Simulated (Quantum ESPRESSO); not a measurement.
**CdS (Hawleyite): a mode Grüneisen parameter, worked out**

Wanted: a fit of frequency against volume for CdS (Hawleyite), tested on a run that is left out of it.

Method: DFT LDA, scalar-relativistic, plane waves, PseudoDojo norm-conserving pseudopotentials, in Quantum ESPRESSO 7.5.

## Step 1: The relaxed structure

Symmetry: F-43m, No. 216, cubic system. The conventional cell has a = 5.760 Å, b = 5.760 Å, c = 5.760 Å, α = 90.00°, β = 90.00°, γ = 90.00°. Nearest to Cd lie 4 S at 2.49 Å. Nearest to S lie 4 Cd at 2.49 Å. Farther neighbours and most contacts between anions are not listed.

Structure file:

```
CELL_PARAMETERS angstrom
-2.87982 0.00000 2.87982
0.00000 2.87982 2.87982
-2.87982 2.87982 0.00000
ATOMIC_POSITIONS crystal
Cd 0.00000 0.00000 0.00000
S 0.25000 0.25000 0.25000
```

This is the cell after its relaxation at this level of theory, not the database cell from which that began.

## Step 2: Runs at several volumes

The relaxed cell is scaled uniformly; in this structure symmetry fixes all atoms, so nothing has to be relaxed anew. Each volume gets a ground state and a response at Γ. The mode followed is the highest one without the macroscopic field, of symmetry T2; longitudinal polar modes lie higher. Cutoff 112 Ry, k mesh 8×8×8.

From the response at V/V₀ = 0.94:

Output:

```text
[banners, grids, parts of the stress and lines that vanish by symmetry left out]
Program PHONON v.7.5
     Reading xml data from directory:

[...]
Exchange-correlation= PW
                           (   1   4   0   0   0   0   0)
[...]
kinetic-energy cut-off    =     112.0000  Ry
     charge density cut-off    =     448.0000  Ry
     convergence threshold     =      1.0E-18
[...]
Exchange-correlation= PW
                           (   1   4   0   0   0   0   0)
[...]
q = (   0.0000000   0.0000000   0.0000000 )
     25 Sym.Ops. (with q -> -q+G )
     G cutoff = 1290.0088  (  48455 G-vectors)     FFT grid: ( 54, 54, 54)
     number of k points=    29
[...]
Mode symmetry, T_d (-43m)  point group:
[...]
Dielectric constant
[...]
End of electric fields calculation
          Dielectric constant in cartesian axis
          (       7.205905614      -0.000000000       0.000000000 )
          (      -0.000000000       7.205905614       0.000000000 )
          (       0.000000000      -0.000000000       7.205905614 )
          Effective charges (d Force / dE) in cartesian axis without acoustic sum rule applied (asr)
           atom    1  Cd    Mean Z*:        2.07857
      Ex  (        2.07857       -0.00000       -0.00000 )
      Ey  (       -0.00000        2.07857        0.00000 )
      Ez  (       -0.00000        0.00000        2.07857 )
           atom    2  S     Mean Z*:       -2.10557
      Ex  (       -2.10557       -0.00000       -0.00000 )
      Ey  (       -0.00000       -2.10557       -0.00000 )
      Ez  (        0.00000       -0.00000       -2.10557 )
          Effective charges Sum: Mean:       -0.02700
[...]
Effective charges (d Force / dE) in cartesian axis with asr applied:
           atom    1  Cd    Mean Z*:        2.09207
[...]
atom    2  S     Mean Z*:       -2.09207
[...]
Representation #   1 modes #   1   2   3
[...]
End of self-consistent calculation
     Convergence has been achieved
     Representation #   2 modes #   4   5   6
[...]
End of self-consistent calculation
     Convergence has been achieved
[...]
Dielectric constant in cartesian axis
          (       7.205905614      -0.000000000       0.000000000 )
          (      -0.000000000       7.205905614       0.000000000 )
          (       0.000000000      -0.000000000       7.205905614 )
          Effective charges (d Force / dE) in cartesian axis without acoustic sum rule applied (asr)
           atom    1  Cd    Mean Z*:        2.07857
      Ex  (        2.07857       -0.00000       -0.00000 )
      Ey  (       -0.00000        2.07857        0.00000 )
      Ez  (       -0.00000        0.00000        2.07857 )
           atom    2  S     Mean Z*:       -2.10557
      Ex  (       -2.10557       -0.00000       -0.00000 )
      Ey  (       -0.00000       -2.10557       -0.00000 )
      Ez  (        0.00000       -0.00000       -2.10557 )
          Effective charges Sum: Mean:       -0.02700
[...]
Effective charges (d Force / dE) in cartesian axis with asr applied:
           atom    1  Cd    Mean Z*:        2.09207
[...]
atom    2  S     Mean Z*:       -2.09207
[...]
q = (    0.000000000   0.000000000   0.000000000 )
[...]
freq (    1) =      -0.014483 [THz] =      -0.483094 [cm-1]
     freq (    2) =      -0.014483 [THz] =      -0.483094 [cm-1]
     freq (    3) =      -0.014483 [THz] =      -0.483094 [cm-1]
     freq (    4) =       8.151337 [THz] =     271.899322 [cm-1]
     freq (    5) =       8.151337 [THz] =     271.899322 [cm-1]
     freq (    6) =       8.151337 [THz] =     271.899322 [cm-1]
[...]
Mode symmetry, T_d (-43m)  point group:
     freq (   1-   3) =         -0.5  [cm-1]   --> T_2  G_15 P_4   I+R
     freq (   4-   6) =        271.9  [cm-1]   --> T_2  G_15 P_4   I+R

   JOB DONE.
```

One volume, V/V₀ = 1, is held back as a test.

```tsv
V/V₀	volume (Å³/atom)	pressure (GPa)	ω (cm⁻¹)
0.94	22.450	4.85	271.90
0.97	23.167	2.22	257.50
1	23.883	0.00	held back
1.03	24.600	-1.88	231.02
1.06	25.316	-3.46	218.78
```

## Step 3: The fit

The mode Grüneisen parameter is γ = −d ln ω / d ln V.

```tsv
ln(V/V₀)	ln ω
-0.0619	5.6054
-0.0305	5.5510
0.0296	5.4425
0.0583	5.3881
```

A straight line through these points has the slope -1.809, so γ = 1.81; at V/V₀ = 1 it predicts ω = exp(5.4947 + 0.0000) = 243.40 cm⁻¹.

A parabola of pressure against ln V through V/V₀ = 0.97, 1 and 1.03 gives the bulk modulus B = −dP/d ln V = 68 GPa at V₀. With ω₀ from the fitted line the pressure coefficient follows as dω/dP = γ ω₀ / B = 1.81 × 243.4 / 68 = 6.46 cm⁻¹/GPa.

## Step 4: The run that was held back

Output:

```text
[banners, grids, parts of the stress and lines that vanish by symmetry left out]
[banner, memory and clock lines left out]
Program PHONON v.7.5

[...]
Exchange-correlation= PW
                           (   1   4   0   0   0   0   0)
[...]
kinetic-energy cut-off    =     112.0000  Ry
     charge density cut-off    =     448.0000  Ry
     convergence threshold     =      1.0E-18
[...]
Exchange-correlation= PW
                           (   1   4   0   0   0   0   0)
[...]
q = (   0.0000000   0.0000000   0.0000000 )
     25 Sym.Ops. (with q -> -q+G )
     G cutoff = 1344.3348  (  51493 G-vectors)     FFT grid: ( 54, 54, 54)
     number of k points=    29
[...]
Mode symmetry, T_d (-43m)  point group:
[...]
Dielectric constant
[...]
End of electric fields calculation
          Dielectric constant in cartesian axis
          (       7.557421948      -0.000000000      -0.000000000 )
          (      -0.000000000       7.557421948      -0.000000000 )
          (      -0.000000000      -0.000000000       7.557421948 )
          Effective charges (d Force / dE) in cartesian axis without acoustic sum rule applied (asr)
           atom    1  Cd    Mean Z*:        2.15980
      Ex  (        2.15980        0.00000       -0.00000 )
      Ey  (       -0.00000        2.15980       -0.00000 )
      Ez  (       -0.00000       -0.00000        2.15980 )
           atom    2  S     Mean Z*:       -2.18879
      Ex  (       -2.18879        0.00000       -0.00000 )
      Ey  (        0.00000       -2.18879        0.00000 )
      Ez  (       -0.00000       -0.00000       -2.18879 )
[...]
Representation #   1 modes #   1   2   3
[...]
End of self-consistent calculation
     Convergence has been achieved
     Representation #   2 modes #   4   5   6
[...]
End of self-consistent calculation
     Convergence has been achieved
[...]
Dielectric constant in cartesian axis
          (       7.557421948      -0.000000000      -0.000000000 )
          (      -0.000000000       7.557421948      -0.000000000 )
          (      -0.000000000      -0.000000000       7.557421948 )
          Effective charges (d Force / dE) in cartesian axis without acoustic sum rule applied (asr)
           atom    1  Cd    Mean Z*:        2.15980
      Ex  (        2.15980        0.00000       -0.00000 )
      Ey  (       -0.00000        2.15980       -0.00000 )
      Ez  (       -0.00000       -0.00000        2.15980 )
           atom    2  S     Mean Z*:       -2.18879
      Ex  (       -2.18879        0.00000       -0.00000 )
      Ey  (        0.00000       -2.18879        0.00000 )
      Ez  (       -0.00000       -0.00000       -2.18879 )
          Effective charges Sum: Mean:       -0.02898
[...]
Effective charges (d Force / dE) in cartesian axis with asr applied:
           atom    1  Cd    Mean Z*:        2.17429
[...]
atom    2  S     Mean Z*:       -2.17429
[...]
q = (    0.000000000   0.000000000   0.000000000 )
[...]
freq (    1) =       0.023733 [THz] =       0.791646 [cm-1]
     freq (    2) =       0.023733 [THz] =       0.791646 [cm-1]
     freq (    3) =       0.023733 [THz] =       0.791646 [cm-1]
     freq (    4) =       7.311948 [THz] =     243.900315 [cm-1]
     freq (    5) =       7.311948 [THz] =     243.900315 [cm-1]
     freq (    6) =       7.311948 [THz] =     243.900315 [cm-1]
[...]
Mode symmetry, T_d (-43m)  point group:
     freq (   1-   3) =          0.8  [cm-1]   --> T_2  G_15 P_4   I+R
     freq (   4-   6) =        243.9  [cm-1]   --> T_2  G_15 P_4   I+R
```

It gives 243.90 cm⁻¹ against the predicted 243.40 cm⁻¹, a miss of 0.5 cm⁻¹.

## Step 5: Outcome

```yaml
mode_grueneisen_parameter: 1.809
bulk_modulus: 68.1 GPa
pressure_coefficient: 6.46 cm⁻¹/GPa
```

In words: The highest optical mode of CdS (Hawleyite) without the LO-TO term stiffens by 6.46 cm⁻¹ a GPa near the relaxed volume, with γ = 1.81. The power law meets all 5 runs within 0.21 %; between neighbouring volumes γ runs from 1.73 to 1.90. Such a coefficient turns a measured shift of this mode into a hydrostatic stress; uniaxial or biaxial stress splits the mode and needs deformation potentials. These are harmonic values at zero temperature for the structure held cubic, which a run at Γ can't show to be stable; the bulk modulus rests on three points.

[Host names and launcher messages were left out of these logs when they were recorded.]

[Logs are printed without paths, hosts, clocks, repeated set-up lines and the standing remarks that a program may print on its own settings, such as how far it seeks lower states.]

[Hosts, paths, dates, database ids (printed as entryN), source tags and the programs' standing remarks are cut or masked in the printed files.]
